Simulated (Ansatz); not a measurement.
# Changed inputs in constrained RPA: Sr2CrO4 (I4/mmm)

What does U in Sr2CrO4 (I4/mmm) depend on besides the window?

Method: constrained RPA on LDA, plane waves, PAW, in Ansatz 0.2.0.

**1. The structure**

The structure is tetragonal, space group I4/mmm (No. 139). Conventional cell: a = 3.772 Å, b = 3.772 Å, c = 12.632 Å, α = 90.00°, β = 90.00°, γ = 90.00°. Nearest to Sr lie 9 O at 2.49 to 2.67 Å. Nearest to Cr lie 6 O at 1.89 to 1.97 Å. Nearest to O lie 1 Cr at 1.97 Å and 5 Sr at 2.49 to 2.67 Å. Nearest to O lie 2 Cr at 1.89 Å and 4 Sr at 2.64 Å. Farther neighbours and most contacts between anions are not listed.

The cell and positions are those that the Materials Project relaxed with its own functionals (PBE, PBE+U or r2SCAN), kept fixed. The program's search for lower electronic states was switched off, so nothing shows that the state found is the lowest. The default PAW set here is soft_2. Its files were made with PBE.

**2. Base: Cr t2g, bands v1 to c2, 6×6×6 mesh, medium accuracy**

Constrained RPA screens the interaction with every transition except those inside the target bands, which a later many-body model would treat itself.

Contents of input.yaml:

```yaml
crystal:
  lattice:
    - [1.88615198, -1.88615198, 6.31618754]
    - [-1.88615198, 1.88615198, 6.31618754]
    - [-1.88615198, -1.88615198, -6.31618754]
  atoms:
    - { symbol: Sr, position: [0.64628022, 0.64628022, 0.0] }
    - { symbol: Sr, position: [0.35371978, 0.35371978, 0.0] }
    - { symbol: Cr, position: [0.0, 0.0, 0.0] }
    - { symbol: O, position: [0.84368432, 0.84368432, 0.0] }
    - { symbol: O, position: [0.15631568, 0.15631568, 0.0] }
    - { symbol: O, position: [0.5, 0.0, 0.5] }
    - { symbol: O, position: [0.0, 0.5, 0.5] }
kpoints:
  mp_grid: { grid: [12, 12, 12] }
hamiltonian:
  xc: lda
scf:
  occupations: { method: gaussian, width: 0.08 }
  n_extra_bands: 19
  max_iter: 150
  lower_state_search: "off"
output:
  crpa:
    kmesh: [6, 6, 6]
    target_bands: [v1, c2]
    projections: [{ species: Cr, l: d, shell: 3, orbitals: [dxz, dyz, dxy] }]
  local_orbitals:
    kmesh: [6, 6, 6]
    orbitals: [{ species: Cr, l: d, shell: 3, orbitals: [dxz, dyz, dxy] }]
    window: { bands: [v1, c2] }
    seedname: lo
```

On the command line:

```bash
$ ansatz run input.yaml --threads 3 --pin off --max-ram 92160MiB --backend cuda --events-out ev --progress --plain --runs-dir out --devices 1 --max-vram 13GiB  # rebuilt from the run's record
```

Numbers of over 12 decimals in the logs are rounded to 6 here.

The log of the run:

```text
scf.n_extra_bands = 19 over 29 filled bands (N_el = 58.0): the run solves 48 bands
GPUs: using 1 of 1 available (devices: 1).
Engine: ansatz 0.2.0, x86_64-unknown-linux-gnu
Pseudopotentials: kind: paw
Pseudopotential: Sr, paw, valence charge 10, recommended cutoff 420 eV (normal), Sr.paw.azcp
Pseudopotential: Cr, paw, valence charge 14, recommended cutoff 420 eV (normal), Cr.paw.azcp
Pseudopotential: O, paw, valence charge 6, recommended cutoff 420 eV (normal), O.paw.azcp
Functional definition: SPW92
  exchange = slater_x
  correlation = pw_c
device memory: the entry about to start is reckoned to put 3.8 GiB on a device that reports 57.5 GiB free (of which the cap on the GPU budget leaves the run 13.0 GiB)
GPU FFT provider: cuFFT
GPU libraries: cuBLAS 13.8.2, cuFFT 12.4.0, cuSOLVER 12.3.4
Crystal: 7 atoms, lattice volume = 89.881 Å³
Basis set: ecut = 420 eV, 1761 PW (Γ)
Bands: 48, of which v1, the nominal top of the filled ones, is band 29 counted from 1 (28 counted from 0)
Symmetry: 16 space group operations
Space group: I4/mmm (ITA 139), of the structure as read, at distance tolerance 4.5e-5 Å
k-points: 163 of 1728
Non-local potential: Sr, projectors of the file, l = 0: 3, l = 1: 2, l = 2: 2
Non-local potential: Cr, projectors of the file, l = 0: 3, l = 1: 2, l = 2: 3, l = 3: 1
Non-local potential: O, projectors of the file, l = 0: 2, l = 1: 2, l = 2: 1
PAW form: soft (Blöchl's): semilocal exchange-correlation on the pseudo side does not see the compensation charge
PAW frozen core: Sr, regenerated for the run's functional, and the local potential with it (the file was generated under x = pbe(κ = 0.804, μ = 0.219515), c = pbe(β = 0.066725))
PAW frozen core: Cr, regenerated for the run's functional, and the local potential with it (the file was generated under x = pbe(κ = 0.804, μ = 0.219515), c = pbe(β = 0.066725))
PAW frozen core: O, regenerated for the run's functional, and the local potential with it (the file was generated under x = pbe(κ = 0.804, μ = 0.219515), c = pbe(β = 0.066725))
PAW one-centre angular grid: Sr, 110 points (default); XC on 64 Gauss nodes
PAW one-centre angular grid: Cr, 590 points (default); XC on 64 Gauss nodes
PAW one-centre angular grid: O, 110 points (default); XC on 64 Gauss nodes
Initial density: superposition of atomic densities (neutral atoms: chi_scale 0, normalization atom), corrected by the library's trained network
Initial wavefunctions: pseudopotential atomic-orbital guess
GPU buffer pool allocated for 110592 grid points (all kernels)
GPU transforms: local potential and band sums: pruned to the plane-wave sphere, on 45×45×45
Functional: x = slater, c = lda
SCF iter   1: F=—  HF=-12441.095033 eV  |F-HF|=—  |Δ(HF+E_count)|=         —  Δρ=1.64e-2  dr2=2.04e-1  ethr=1.77e-3  ⟨swp⟩=7.0  Hψ=37763  notcnv=0  defer=1163
[...]
NSCF: frozen V_eff on 30 k-points, pencils in batches of 32, up to order 268
device memory: the entry about to start is reckoned to put 4.2 GiB on a device that reports 41.8 GiB free (of which the cap on the GPU budget leaves the run 13.0 GiB)
NSCF: frozen V_eff on 216 k-points
cRPA screening: q 1/216
cRPA screening: q 2/216
cRPA screening: q 6/216 (q-point 3)
cRPA screening: q 10/216 (q-point 4)
cRPA screening: q 12/216 (q-point 7)
cRPA screening: q 20/216 (q-point 8)
cRPA screening: q 36/216 (q-point 9)
cRPA screening: q 52/216 (q-point 13)
cRPA screening: q 60/216 (q-point 14)
cRPA screening: q 76/216 (q-point 15)
[...]
cRPA screening: q 200/216 (q-point 94)
cRPA screening: q 208/216 (q-point 99)
cRPA screening: q 212/216 (q-point 100)
cRPA screening: q 216/216 (q-point 130)
SCF converged after 9 iterations
Free energy (F): -12441.042518 eV
Harris-Foulkes:  -12441.042518 eV  (|F-HF|=1.89e-10)
Internal energy: -12441.027498 eV  (E = F + TS)
E sigma→0 (E₀):  -12441.035008 eV
Entropy (-TS):   -0.015020 eV (-2.146 meV/atom)
Fermi energy:    10.811473 eV
--- Per-component energies (eV) ---
  E_band       = -344.007331
  E_kinetic    = 1530.621106
  E_local      = -4692.863294  (includes V_loc(G=0)·N_el)
  E_nonlocal   = 691.489624
  E_hartree    = 1735.669841
  E_xc         = -774.827103
  E_vxc        = -878.336547  (∫ρ·V_xc dr)
  E_paw        = -6918.904326  (= ΣΔE_a)
  E_vpaw       = -466.267950  (= ΣTr[D̂ρ^β])
  E_aug_tail   = 0.010437  (compensation charges beyond the density's cutoff)
  E_ewald      = -4013.564865
  E_core_change = 1.341082  (= ΣΔE_core)
  E_smearing   = -0.015020  (= −TS)
  E_closure    = 0.000000  (closes the sum)
  Σ components = -12441.042518   (vs F -12441.042518, Δ=0.00e0)
--- Band table (eV; the first three rows and the last of 163) ---
  k-point 0: bands = [... 25 lower, 8.8557, 8.9178, 8.9178, 9.4083, 10.5202, 10.5202, 11.4597, 12.4439, ... 15 higher]
  k-point 1: bands = [... 25 lower, 8.6148, 8.8166, 8.9073, 9.7875, 10.5171, 10.5531, 11.8630, 12.5806, ... 15 higher]
  k-point 2: bands = [... 25 lower, 8.3590, 8.6668, 8.9275, 10.3936, 10.6169, 10.7103, 12.7732, 12.9082, ... 15 higher]
  k-point 162: bands = [... 25 lower, 8.0217, 8.8295, 8.8295, 9.4100, 10.7862, 10.7862, 11.4553, 12.8795, ... 15 higher]
--- cRPA (band scheme, projected local orbitals): target bands 29..31 (1-based), 3 Wannier function(s), 6×6×6 mesh, 62 bands' worth read of 67 solved, ecut_chi 136.0 eV, v(q+G=0) probe_charge, pair densities all_electron ---
  χ-basis size per q: N_G = 312..337
  window electrons = 2.0000, filled by tetrahedron_uncorrected; constrained ε̄⁻¹(q = 0, 0) head = 0.181116; min gauge Gram eig = 0.6309
  Kanamori averages over each shell's own Wannier functions (sites counted from 0, functions from 1):
    Site 2, 3D, 3 of 5 d orbitals (Wannier functions 1, 2, 3; wannier90's mr 2, 3, 5):
      screened: U = 2.9201 eV, U' = 2.0968 eV, J = 0.3807 eV
      screened, to within: U = 8.1e-3 eV, U' = 8.1e-3 eV, J = 9.2e-4 eV
      bare: V = 16.0255 eV, V' = 14.8468 eV, J = 0.5357 eV
  Hermiticity witness max|P − P†| over intra, direct and exchange elements: 1.60e-14 eV (screened), 2.51e-23 eV (bare)
  Reality witness max|Im| over intra, direct and exchange elements: 3.15e-14 eV (screened), 1.25e-13 eV (bare)
```

Run time: 5.1 min. Hardware: 1 × NVIDIA H100 80GB HBM3 (shared by 6 runs) with 3 threads of AMD EPYC 7R13 (Zen 3), shared host; peak memory 1.7 GiB.

In the SCF lines HF is the Harris–Foulkes energy and dr2 the Hartree energy of the density residual, in eV; the loop may stop once dr2 is under the threshold and the program's other checks hold. Hψ counts applications of the Hamiltonian.

Numbers from this step:

| Item | Value |
| --- | --- |
| U | 2.920 eV |
| U prime (inter-orbital) | 2.097 eV |
| J | 0.3807 eV |
| bare V | 16.03 eV |
| bare J | 0.5357 eV |
| stated bound on U | 0.008037 eV |
| U over bare V | 0.1822 |
| electrons in the window | 2.000 |
| head of the constrained inverse dielectric matrix | 0.1811 |
| least eigenvalue of the projection's overlap | 0.6309 |
| target functions | 3 |
| bands in the sums | 62 |
| r.m.s. miss of the model bands | 0.003792 eV |
| width of the target bands | 2.330 eV |
| weight of the projected orbitals in the window | 0.6987 |

On the Cr t2g shell, screening brings the on-site interaction from 16.0 eV down to U = 2.92 eV.

**3. Changed: 4×4×4 mesh**

input.yaml, as its differences from that of step 2:

```diff
@@ -24,9 +24,4 @@
   crpa:
-    kmesh: [6, 6, 6]
+    kmesh: [4, 4, 4]
     target_bands: [v1, c2]
     projections: [{ species: Cr, l: d, shell: 3, orbitals: [dxz, dyz, dxy] }]
-  local_orbitals:
-    kmesh: [6, 6, 6]
-    orbitals: [{ species: Cr, l: d, shell: 3, orbitals: [dxz, dyz, dxy] }]
-    window: { bands: [v1, c2] }
-    seedname: lo
```

The log of the run:

```text
[...]
GPUs: using 1 of 1 available (devices: 1).
[...]
GPU FFT provider: cuFFT
GPU libraries: cuBLAS 13.8.2, cuFFT 12.4.0, cuSOLVER 12.3.4
Crystal: 7 atoms, lattice volume = 89.881 Å³
Basis set: ecut = 420 eV, 1761 PW (Γ)
Bands: 48, of which v1, the nominal top of the filled ones, is band 29 counted from 1 (28 counted from 0)
Symmetry: 16 space group operations
[...]
k-points: 163 of 1728
[...]
GPU buffer pool allocated for 110592 grid points (all kernels)
[...]
SCF iter   1: F=—  HF=-12441.095033 eV  |F-HF|=—  |Δ(HF+E_count)|=         —  Δρ=1.64e-2  dr2=2.04e-1  ethr=1.77e-3  ⟨swp⟩=7.0  Hψ=37763  notcnv=0  defer=1163
[...]
SCF iter   9: F=-12441.042518 eV  HF=-12441.042518 eV  |F-HF|=1.89e-10  |Δ(HF+E_count)|=   2.03e-8  Δρ=1.38e-6  dr2=7.69e-10  ethr=1.72e-10  ⟨swp⟩=2.0  Hψ=13251  notcnv=0
SCF 1 converged in 9 iterations: F = -12441.042518 eV  dr2 = 7.69e-10
[...]
Fermi energy:    10.811473 eV
[...]
--- Band table (eV; the first three rows and the last of 163) ---
  k-point 0: bands = [... 25 lower, 8.8557, 8.9178, 8.9178, 9.4083, 10.5202, 10.5202, 11.4597, 12.4439, ... 15 higher]
  k-point 1: bands = [... 25 lower, 8.6148, 8.8166, 8.9073, 9.7875, 10.5171, 10.5531, 11.8630, 12.5806, ... 15 higher]
  k-point 2: bands = [... 25 lower, 8.3590, 8.6668, 8.9275, 10.3936, 10.6169, 10.7103, 12.7732, 12.9082, ... 15 higher]
  k-point 162: bands = [... 25 lower, 8.0217, 8.8295, 8.8295, 9.4100, 10.7862, 10.7862, 11.4553, 12.8795, ... 15 higher]
[...]
bands read: the sum over 62 bands ends inside a degenerate multiplet in 2 slots, whose members it reads at an even weight; the widest, k=21: bands 62 to 63 (counted from 1) at 1/2 each
  χ-basis size per q: N_G = 313..335
[...]
Site 2, 3D, 3 of 5 d orbitals (Wannier functions 1, 2, 3; wannier90's mr 2, 3, 5):
      screened: U = 2.9169 eV, U' = 2.0896 eV, J = 0.3820 eV
      screened, to within: U = 8.1e-3 eV, U' = 8.1e-3 eV, J = 9.4e-4 eV
      bare: V = 16.0823 eV, V' = 14.8997 eV, J = 0.5374 eV
[...]
[key lines of the parts left out:]
SCF converged after 9 iterations
Free energy (F): -12441.042518 eV
```

Wall time 85 s (1 × NVIDIA H100 80GB HBM3 (shared by 6 runs) with 3 threads); peak memory 1.3 GiB.

Numbers from this step:

* U: 2.917 eV
* U prime (inter-orbital): 2.090 eV
* J: 0.3820 eV
* bare V: 16.08 eV
* bare J: 0.5374 eV
* stated bound on U: 0.008067 eV
* U over bare V: 0.1814
* electrons in the window: 2.000
* head of the constrained inverse dielectric matrix: 0.1653
* least eigenvalue of the projection's overlap: 0.6309
* target functions: 3
* bands in the sums: 62
* width of the target bands: 2.330 eV
* weight of the projected orbitals in the window: 0.6987

On the Cr t2g shell, screening brings the on-site interaction from 16.1 eV down to U = 2.92 eV.

**4. Changed: sums over states**

input.yaml, as its differences from that of step 3:

```diff
@@ -24,4 +24,7 @@
   crpa:
-    kmesh: [4, 4, 4]
+    kmesh: [6, 6, 6]
     target_bands: [v1, c2]
     projections: [{ species: Cr, l: d, shell: 3, orbitals: [dxz, dyz, dxy] }]
+    accuracy: sum_over_states
+    n_empty_bands: 116
+    ecut_chi: 136
```

The log of the run:

```text
[...]
GPUs: using 1 of 1 available (devices: 1).
[...]
GPU FFT provider: cuFFT
GPU libraries: cuBLAS 13.8.2, cuFFT 12.4.0, cuSOLVER 12.3.4
Crystal: 7 atoms, lattice volume = 89.881 Å³
Basis set: ecut = 420 eV, 1761 PW (Γ)
Bands: 48, of which v1, the nominal top of the filled ones, is band 29 counted from 1 (28 counted from 0)
Symmetry: 16 space group operations
[...]
k-points: 163 of 1728
[...]
χ-basis size per q: N_G = 312..337
[...]
U and J over all bands: no bound (output.crpa.accuracy: sum_over_states); those below are of the sums over the bands read on the sphere of ecut_chi, with what the atoms add
[...]
Site 2, 3D, 3 of 5 d orbitals (Wannier functions 1, 2, 3; wannier90's mr 2, 3, 5):
      screened: U = 3.0153 eV, U' = 2.0902 eV, J = 0.4330 eV
      bare: V = 16.0255 eV, V' = 14.8468 eV, J = 0.5357 eV
[...]
[key lines of the parts left out:]
SCF converged after 9 iterations
Free energy (F): -12441.042518 eV
Fermi energy:    10.811473 eV
```

Elapsed: 80 s, on 1 × NVIDIA H100 80GB HBM3 (shared by 6 runs) with 3 threads; peak memory 2.3 GiB; 2.5 min of CPU time.

This variant gives U = 3.02 eV against 2.92 eV. It is a finite sum over empty states with no bound on its error and stays out of the table below.

**5. Changed: accuracy low**

input.yaml, as its differences from that of step 4:

```diff
@@ -27,4 +27,2 @@
     projections: [{ species: Cr, l: d, shell: 3, orbitals: [dxz, dyz, dxy] }]
-    accuracy: sum_over_states
-    n_empty_bands: 116
-    ecut_chi: 136
+    accuracy: low
```

The log of the run:

```text
[...]
GPUs: using 1 of 1 available (devices: 1).
[...]
GPU FFT provider: cuFFT
GPU libraries: cuBLAS 13.8.2, cuFFT 12.4.0, cuSOLVER 12.3.4
Crystal: 7 atoms, lattice volume = 89.881 Å³
Basis set: ecut = 420 eV, 1761 PW (Γ)
Bands: 48, of which v1, the nominal top of the filled ones, is band 29 counted from 1 (28 counted from 0)
Symmetry: 16 space group operations
[...]
k-points: 163 of 1728
[...]
k-point 162: bands = [... 25 lower, 8.0217, 8.8295, 8.8295, 9.4100, 10.7862, 10.7862, 11.4553, 12.8795, ... 15 higher]
[...]
χ-basis size per q: N_G = 312..337
[...]
Site 2, 3D, 3 of 5 d orbitals (Wannier functions 1, 2, 3; wannier90's mr 2, 3, 5):
      screened: U = 2.9031 eV, U' = 2.0812 eV, J = 0.3787 eV
      screened, to within: U = 8.1e-2 eV, U' = 8.1e-2 eV, J = 9.5e-3 eV
      bare: V = 16.0255 eV, V' = 14.8468 eV, J = 0.5357 eV
[...]
[key lines of the parts left out:]
SCF converged after 9 iterations
Free energy (F): -12441.042518 eV
Fermi energy:    10.811473 eV
```

It took 3.6 min on 1 × NVIDIA H100 80GB HBM3 (shared by 6 runs) with 3 threads; peak memory 1.6 GiB; 4.6 min of CPU time.

This step gave:

```
U                                                 : 2.903 eV
U prime (inter-orbital)                           : 2.081 eV
J                                                 : 0.3787 eV
bare V                                            : 16.03 eV
bare J                                            : 0.5357 eV
stated bound on U                                 : 0.08008 eV
U over bare V                                     : 0.1812
electrons in the window                           : 2.000
head of the constrained inverse dielectric matrix : 0.1811
least eigenvalue of the projection's overlap      : 0.6309
target functions                                  : 3
bands in the sums                                 : 62
width of the target bands                         : 2.330 eV
weight of the projected orbitals in the window    : 0.6987
```

On the Cr t2g shell, screening brings the on-site interaction from 16.0 eV down to U = 2.90 eV.

**6. Changed: volume +3 %**

The cell differs from the one that the last finished run ended in (a 6.856 → 6.924 Å, b 6.856 → 6.924 Å, c 6.856 → 6.924 Å).

input.yaml, as its differences from that of step 5:

```diff
@@ -2,5 +2,5 @@
   lattice:
-    - [1.88615198, -1.88615198, 6.31618754]
-    - [-1.88615198, 1.88615198, 6.31618754]
-    - [-1.88615198, -1.88615198, -6.31618754]
+    - [1.9048279667, -1.9048279667, 6.3787281176]
+    - [-1.9048279667, 1.9048279667, 6.3787281176]
+    - [-1.9048279667, -1.9048279667, -6.3787281176]
   atoms:
@@ -27,2 +27,6 @@
     projections: [{ species: Cr, l: d, shell: 3, orbitals: [dxz, dyz, dxy] }]
-    accuracy: low
+  local_orbitals:
+    kmesh: [6, 6, 6]
+    orbitals: [{ species: Cr, l: d, shell: 3, orbitals: [dxz, dyz, dxy] }]
+    window: { bands: [v1, c2] }
+    seedname: lo
```

The log of the run:

```text
[...]
GPUs: using 1 of 1 available (devices: 1).
[...]
GPU FFT provider: cuFFT
GPU libraries: cuBLAS 13.8.2, cuFFT 12.4.0, cuSOLVER 12.3.4
Crystal: 7 atoms, lattice volume = 92.578 Å³
Basis set: ecut = 420 eV, 1833 PW (Γ)
Bands: 48, of which v1, the nominal top of the filled ones, is band 29 counted from 1 (28 counted from 0)
Symmetry: 16 space group operations
[...]
k-points: 163 of 1728
[...]
k-point 162: bands = [... 25 lower, 7.6359, 8.4310, 8.4310, 9.0081, 10.3306, 10.3306, 10.9254, 12.3058, ... 15 higher]
[...]
χ-basis size per q: N_G = 324..342
[...]
Site 2, 3D, 3 of 5 d orbitals (Wannier functions 1, 2, 3; wannier90's mr 2, 3, 5):
      screened: U = 2.8754 eV, U' = 2.0526 eV, J = 0.3798 eV
      screened, to within: U = 8.2e-3 eV, U' = 8.2e-3 eV, J = 9.8e-4 eV
      bare: V = 16.0404 eV, V' = 14.8598 eV, J = 0.5371 eV
[...]
[key lines of the parts left out:]
SCF converged after 9 iterations
Free energy (F): -12440.848290 eV
Fermi energy:    10.352363 eV
```

Run time: 4.9 min. Hardware: 1 × NVIDIA H100 80GB HBM3 (shared by 6 runs) with 3 threads; peak memory 1.7 GiB; 5.9 min of CPU time.

Numbers from this step:

```yaml
u: 2.875 eV
u_prime_inter_orbital: 2.053 eV
j: 0.3798 eV
bare_v: 16.04 eV
bare_j: 0.5371 eV
stated_bound_on_u: 0.008157 eV
u_over_bare_v: 0.1793
electrons_in_the_window: 2.000
head_of_the_constrained_inverse_dielectric_matrix: 0.1791
least_eigenvalue_of_the_projection_s_overlap: 0.6301
target_functions: 3
bands_in_the_sums: 62
r_m_s_miss_of_the_model_bands: 0.003578 eV
width_of_the_target_bands: 2.223 eV
weight_of_the_projected_orbitals_in_the_window: 0.7000
```

On the Cr t2g shell, screening brings the on-site interaction from 16.0 eV down to U = 2.88 eV.

(Continued in part 2 of 2.)

[Paths, hosts, dates, memory and timing lines, banners, echoed tables and standing remarks are left out of the program output.]

[Logs are printed without paths, hosts, clocks, repeated set-up lines and the standing remarks that a program may print on its own settings, such as how far it seeks lower states.]

[Runs of the session that timed out or met a known fault of the program may be left out.]

[Hosts, paths, dates, database ids (printed as entryN), source tags and the programs' standing remarks are cut or masked in the printed files.]
